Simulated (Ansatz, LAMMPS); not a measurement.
# Localised basis functions on aqueous Ca2+ and triflate, 1.2 mol of salt per kg of water at 300 K (152 atoms), part 2 of 2

Aim: test how closely localised support functions follow the reference on aqueous Ca2+ and triflate, 1.2 mol of salt per kg of water at 300 K (152 atoms), and at what cost. A setting counts as converged where the r.m.s. difference of forces stays under 1 % of the r.m.s. force.

Ansatz 0.2.0; Kohn-Sham DFT, PBE+D4, PAW (set soft_2), plane waves.

The cell: 51 O, 2 S, 2 C, 6 F, 90 H and 1 Ca. The network of contacts between molecules at the start is that of the classical potential that made the cell. The density was typed from a rule of thumb and may lie off the real one at this temperature. Sampling is at Γ alone, for a cell whose shortest periodic width is 12 Å.

So far. Step 13 (Support functions medium, radius 5.14 Å): Forces differ from the reference by 2.0 meV/Å r.m.s., 0.30 % of their size, within a tolerance of 1 %; the energy by -0.86 meV/atom. It took 16 times the reference's time (shared host, so rough).

## Step 16: The first run in detail

The first run, on the default basis, asked for the full analyses, so its electronic structure is set out here.

Neighbours are counted within 1.21 Å (H-O), 1.88 Å (O-S), 3.08 Å (O-Ca), 1.62 Å (F-C), 2.21 Å (C-S).

Length of the force by element and coordination:

```
element  coordination  atoms  mean length of the force (eV/Å)  spread  least   most
      C           all      2                             3.60  0.0342   3.57   3.64
     Ca           all      1                            0.488       0  0.488  0.488
      F           all      6                             1.73   0.229   1.43   2.18
      H           all     90                            0.999   0.308  0.183   1.65
      O           all     51                            0.835   0.416  0.252   1.90
      O             1      6                             1.65   0.214   1.25   1.90
      O             2     37                            0.752   0.311  0.252   1.80
      O             3      8                            0.612   0.223  0.259  0.861
      S           all      2                             2.71   0.666   2.05   3.38
```

Löwdin charges by element and coordination (they lack the spilled electrons, 0.036 e an atom on average):

```
element  coordination  atoms  mean charge (e)  spread   least    most
      C           all      2            0.654  0.0031   0.651   0.658
     Ca           all      1             1.73       0    1.73    1.73
      F           all      6           -0.208  0.0095  -0.220  -0.193
      H           all     90            0.388  0.0097   0.365   0.414
      O           all     51           -0.702  0.0307  -0.779  -0.653
      O             1      6           -0.708  0.0231  -0.733  -0.671
      O             2     37           -0.692  0.0248  -0.759  -0.653
      O             3      8           -0.745  0.0211  -0.779  -0.717
      S           all      2             2.31   0.014    2.29    2.32
```

States in the cell by windows of 1 eV, zero at the Fermi level; the larger projections on atomic orbitals stand beside the total:

```
from (eV)  to (eV)  total   O p   H s  F p
      -14      -13    2.2   0.1   0.0  0.4
      -13      -12    1.8   0.1   0.0  0.4
      -12      -11    0.3   0.0   0.0  0.1
      -11      -10    3.7   0.5   0.1  1.3
      -10       -9    8.7   1.6   0.4  3.8
       -9       -8   12.6   6.1   2.1  2.3
       -8       -7   46.3  31.5  13.2  0.3
       -7       -6   41.2  27.9  10.1  1.1
       -6       -5   14.1   3.0   0.6  9.6
       -5       -4   35.4  21.3   2.3  8.8
       -4       -3   47.6  37.3   2.7  2.8
       -3       -2   41.5  36.4   1.0  0.7
       -2       -1   63.1  61.9   0.3  0.1
       -1        0   26.3  25.8   0.1  0.0
        0        1    1.2   1.2   0.0  0.0
        1        3    0.0   0.0   0.0  0.0
        3        4    1.8   0.1   1.1  0.0
        4        5    7.8   1.1   0.7  0.8
```

The curve was stored every 0.10 eV, coarse against its broadening of 0.08 eV, so these counts are rough.

With fixed occupations the program's Fermi level is the highest filled level; weight inside the gap is the broadening of levels at its edges.

Between -26 and -14 eV lie 116 more states.

Not all projections were asked for or kept, so they needn't add up to the total.

The levels nearest the highest filled one (over half full), pooled over k-points and spins:

```
level less the highest filled one (eV)  occupation
                                -0.709           2
                                -0.635           2
                                -0.498           2
                                -0.336           2
                               -0.0642           2
                                     0           2
                                  3.93           0
                                  4.58           0
                                  4.64           0
                                  4.79           0
                                  4.96           0
                                  5.13           0
```

Electrostatic potential energy in the ab plane at fractional z = 0.336, with atoms of F and O and H within 0.2 Å of it. With pseudopotentials it is smooth inside the atoms' cores, unlike the true potential.

Values in eV, 13 rows by 16 columns, each cell a mean:
```
  0   4   0 -13   3   5   5   4 -14  -7   2   3   5   2  -9 -12
  3   5   5   1 -25 -10   4   4   1   2   4   5   6   5   4   3
 -5   3   6   3 -21 -10   3   4   4   4   4   5   6   6   6   2
  0   2   5   6   5   4   4   5   4  -6 -23   1   5   5   5   3
-13 -12   4   5   4   4   4   4   5  -5 -21   1   5   5   5   4
  1   1   4   4   4   2   1   3   5   5   5   5   5   5   5   4
  4   4   4   4   4   2   2   4   4   5   6   6   5   5   5   5
  4   3   3   4   4   5   5   5   5   4   5   5   5   5   5   5
  2   3   2  -1   4   5   5   5   4  -7 -13   4   5   3   4   3
  4   4   3  -1   1   2   3   3   3 -22 -23   2  -9 -31 -19   3
  4   4   1  -1   3   1   3   4   4  -9  -8   3 -11 -11  -4   3
 -1  -1 -25 -14   4   5   5   4   4   5   5   5   4   2  -9 -13
 -8  -9 -36 -18   3   5   5   4   3   3   1   1   3  -2 -32 -38
```
Columns run along a (11.6 Å; values clipped at the 3rd and 97th percentile), rows up along b (11.6 Å). Atoms in or near the plane, at fractional coordinates: F at (0.64, 0.69), O at (0.86, 0.25), H at (0.78, 0.22), H at (0.05, 0.64), O at (0.28, 0.84), H at (0.62, 0.31), H at (0.55, 0.94), O at (0.14, 0.05), H at (0.20, 0.99), H at (0.18, 0.13).

Valence density in the ab plane at fractional z = 0.336, with atoms of F and O and H within 0.2 Å of it. It is the smooth field of the valence electrons, not physical close to the nuclei.

Values in units of 1e0 e/Å³, 13 rows by 16 columns, each cell a mean:
```
0.1 0.1 0.3 0.5 0.2 0.1 0.0 0.1 0.6 0.4 0.1 0.1 0.1 0.1 0.5 0.7
0.1 0.0 0.0 0.5 3.5 1.4 0.1 0.0 0.1 0.1 0.0 0.0 0.0 0.0 0.1 0.2
0.3 0.1 0.0 0.4 2.9 1.2 0.1 0.0 0.0 0.0 0.1 0.0 0.0 0.0 0.1 0.2
0.3 0.4 0.1 0.0 0.1 0.1 0.0 0.0 0.1 1.2 4.2 0.5 0.0 0.0 0.0 0.1
0.6 0.7 0.1 0.0 0.0 0.0 0.2 0.3 0.1 1.1 3.7 0.4 0.0 0.0 0.0 0.0
0.1 0.1 0.0 0.0 0.0 0.1 0.2 0.4 0.1 0.0 0.1 0.0 0.0 0.0 0.0 0.0
0.0 0.0 0.0 0.0 0.0 0.0 0.1 0.0 0.0 0.0 0.0 0.0 0.0 0.0 0.0 0.0
0.2 0.2 0.1 0.0 0.0 0.0 0.0 0.0 0.0 0.1 0.1 0.0 0.0 0.0 0.0 0.0
0.4 0.4 0.1 0.2 0.1 0.0 0.0 0.0 0.0 0.4 0.5 0.0 0.1 0.3 0.2 0.1
0.1 0.1 0.1 0.4 0.5 0.2 0.1 0.1 0.2 2.5 2.4 0.2 0.7 3.8 2.5 0.2
0.0 0.0 0.1 0.2 0.2 0.2 0.2 0.2 0.2 1.5 1.4 0.2 0.5 1.3 0.8 0.1
0.1 0.5 2.2 0.8 0.1 0.0 0.1 0.1 0.0 0.1 0.1 0.0 0.1 0.1 0.5 0.7
0.5 1.4 4.7 1.3 0.1 0.0 0.0 0.1 0.2 0.1 0.1 0.2 0.1 0.2 2.7 3.9
```
Columns run along a (11.6 Å), rows up along b (11.6 Å). Atoms in or near the plane, at fractional coordinates: F at (0.64, 0.69), O at (0.86, 0.25), H at (0.78, 0.22), H at (0.05, 0.64), O at (0.28, 0.84), H at (0.62, 0.31), H at (0.55, 0.94), O at (0.14, 0.05), H at (0.20, 0.99), H at (0.18, 0.13).

Mean Löwdin charges: C +0.65, Ca +1.73, F -0.21, H +0.39, O -0.70, S +2.31 e (they miss 1.2 % of the electrons, so they add up to more than the cell's charge).

## Step 17: Structure statistics

These statistics describe the geometry on which the runs were made.

Density 1.21 g/cm³, 10.35 Å³ an atom.

Pair distribution functions g(r), in bins of 0.2 Å:

```
r (Å)  total   H-H   H-O   H-F   H-C   H-S  H-Ca
 0.90   2.40  0.00  6.00  0.00  0.00  0.00  0.00
 1.10   2.48  0.00  6.25  0.00  0.00  0.00  0.00
 1.30   0.17  0.00  0.00  0.00  0.00  0.00  0.00
 1.50   0.29  0.06  0.29  0.00  0.00  0.00  0.00
 1.70   1.33  2.63  1.03  0.00  0.00  0.00  0.00
 1.90   0.71  0.33  1.42  0.00  0.00  0.00  0.00
 2.10   0.52  0.97  0.37  0.00  0.00  0.00  0.00
 2.30   0.63  1.34  0.21  0.22  0.00  0.00  0.00
 2.50   0.69  1.10  0.30  0.53  0.00  1.09  0.00
 2.70   0.87  0.98  0.35  0.93  0.00  1.44  0.00
 2.90   0.97  0.72  0.85  0.96  0.00  2.12  1.62
 3.10   1.19  0.93  1.52  0.36  0.69  0.72  4.37
 3.30   1.11  0.82  1.48  0.43  0.93  0.65  4.48
 3.50   1.10  1.01  1.23  1.31  0.84  1.15  1.19
 3.70   1.03  1.08  1.14  1.12  0.77  0.24  0.00
 3.90   1.06  1.08  1.04  1.15  1.82  1.59  0.00
 4.10   1.09  1.01  1.15  1.30  2.66  1.25  0.00
 4.30   0.97  1.15  0.81  1.19  1.33  1.51  0.00
 4.50   1.00  1.07  0.89  1.33  1.39  1.02  0.68
 4.70   1.00  1.02  0.86  1.10  1.26  0.79  1.54
 4.90   0.96  0.91  0.96  0.92  0.72  1.00  1.71
 5.10   0.97  0.92  1.04  1.03  1.08  1.60  1.88
 5.30   0.99  0.90  1.06  0.83  1.10  0.74  1.23
 5.50   0.99  0.93  1.01  1.50  0.69  0.80  0.70
 5.70   0.95  1.01  0.88  1.18  1.61  0.85  1.71
```

Bonds by pair of elements; cutoffs follow the first minimum of g(r), held within bounds set by covalent radii, and pairs that aren't listed don't count as bonded:

```
pair A-B  cutoff (Å)  bonds  mean length (Å)  spread (Å)  shortest (Å)  B about A  A about B
     H-O        1.21     90                1           0             1          1       1.76
     O-S        1.88      6             1.45       0.021          1.43      0.118          3
    O-Ca        3.08      8             2.54       0.084          2.41      0.157          8
     F-C        1.62      6             1.38       0.015          1.36          1          3
     C-S        2.21      2             1.88       0.029          1.85          1          1
```

How many atoms have how many bonded neighbours:

```
element  mean   1   2  3  4  8
      C     4   0   0  0  2  0
     Ca     8   0   0  0  0  1
      F     1   6   0  0  0  0
      H     1  90   0  0  0  0
      O  2.04   6  37  8  0  0
      S     4   0   0  0  2  0
```

Hydrogen bonds between water molecules (O–O under 3.5 Å, H–O···O angle under 30°):

```
hydrogen bonds to other water  molecules
                            0          0
                            1          2
                            2         10
                            3         13
                            4         17
                            5          3
```

First shells of the ions:

```
ion  count                 shell  mean number
 Ca      1  water O within 3.2 A            8
```

First main peaks of g(r), for some of the pairs, lie near 1.6 Å (H-H), 1.0 Å (H-O) and 2.8 Å (H-S). Counting bonds as in the table, all C atoms have 4, all Ca atoms have 8, all F atoms have 1 and all H atoms have 1 bonded neighbour. The 45 water molecules hold 3.2 hydrogen bonds each to other water on average, with a mean O–O distance of 2.87 Å. Ion shells in this frame: Ca 8.0 (water O within 3.2 Å).

The surroundings of C5, which bears the longest force, nearest first, numbered as they follow in the input and with coordinates relative to it.

```
atom      x      y      z  distance (Å)  bonds  Löwdin charge (e)     Fx     Fy  Fz (eV/Å)
  C5   0.00   0.00   0.00          0.00      4               0.65   0.63   3.54      -0.57
  F7  -0.03   0.63   1.22          1.37      1              -0.19  -0.20  -1.14      -1.15
  F8  -1.12   0.44  -0.71          1.40      1              -0.22   1.34  -0.76       0.72
  F6   1.14   0.53  -0.62          1.40      1              -0.21  -1.65  -1.36       0.42
  S2  -0.05  -1.85   0.14          1.85      4               2.32   3.09  -0.50       1.26
  O1  -0.67  -2.03   1.42          2.57      1              -0.72  -1.16  -0.13       1.50
  O3   1.35  -2.34   0.17          2.71      1              -0.68  -1.35   0.94       0.07
  O4  -0.83  -2.42  -0.92          2.71      1              -0.67  -0.05   0.23      -1.84
 H49  -1.25  -1.14   2.68          3.17      1               0.38  -0.28   0.94       0.83
 H90  -2.15  -1.89  -1.42          3.20      1               0.39  -1.27  -0.04      -0.14
 H73  -1.03   2.90  -1.38          3.37      1               0.39   0.63   1.04       0.06
 H61   2.19  -2.35  -1.04          3.38      1               0.38   0.76   0.10      -0.49
 O38   3.10  -0.47   1.90          3.67      2              -0.74   0.45   0.33      -0.38
```

The column of bonds counts only the pairs H-O within 1.21 Å, O-S within 1.88 Å, O-Ca within 3.08 Å, F-C within 1.62 Å, C-S within 2.21 Å; other neighbours, such as metal atoms beside each other in a compound, aren't counted, and periodic images can show an atom twice.

## Step 18: Results

| Item | Value |
| --- | --- |
| free energy per atom | -258.9454 eV/atom |
| pressure | -2.038 GPa |
| r.m.s. force component | 0.6667 eV/Å |
| gap (highest filled to lowest empty level) | 3.934 eV |
| wall time of the 11 DFT runs | 22 min |

In words: Against plane waves at 750 eV, the forces differ by 2.0 meV/Å (0.30 %) with support functions medium, and by 1.8 meV/Å in the closest run (support functions high). At 152 atoms the fastest of the runs at a preset level, support functions low, takes 4.1 times the time of plane waves, in 12 SCF cycles against 10. Differences between support functions and plane waves include what basis error the plane-wave run still has. As the radius goes from 3.32 to 5.14 Å, the force difference goes from 2.1 to 2.0 meV/Å, and the time from 73 s to 4.3 min.

Between filled and empty levels lie 3.93 eV (at Γ alone); a semilocal functional tends to put such gaps too low. In a disordered cell it changes from sample to sample and from frame to frame. Counting bonds as in the table, all C atoms have 4, all Ca atoms have 8, all F atoms have 1 and all H atoms have 1 bonded neighbour. The 45 water molecules hold 3.2 hydrogen bonds each to other water on average, with a mean O–O distance of 2.87 Å.

What to keep in mind: The force components of 0.67 eV/Å r.m.s. hold both thermal displacement and the mismatch between the potential that made the cell and DFT, above all in bond lengths inside molecules. The pressure of -2.0 GPa is that of one thermal frame, in which the classical model's bond lengths enter as well as the volume, without the kinetic term and with the strain of bonds inside molecules.

[Logs are printed without paths, hosts, clocks, repeated set-up lines and the standing remarks that a program may print on its own settings, such as how far it seeks lower states.]

[Hosts, paths, dates, database ids (printed as entryN), source tags and the programs' standing remarks are cut or masked in the printed files.]
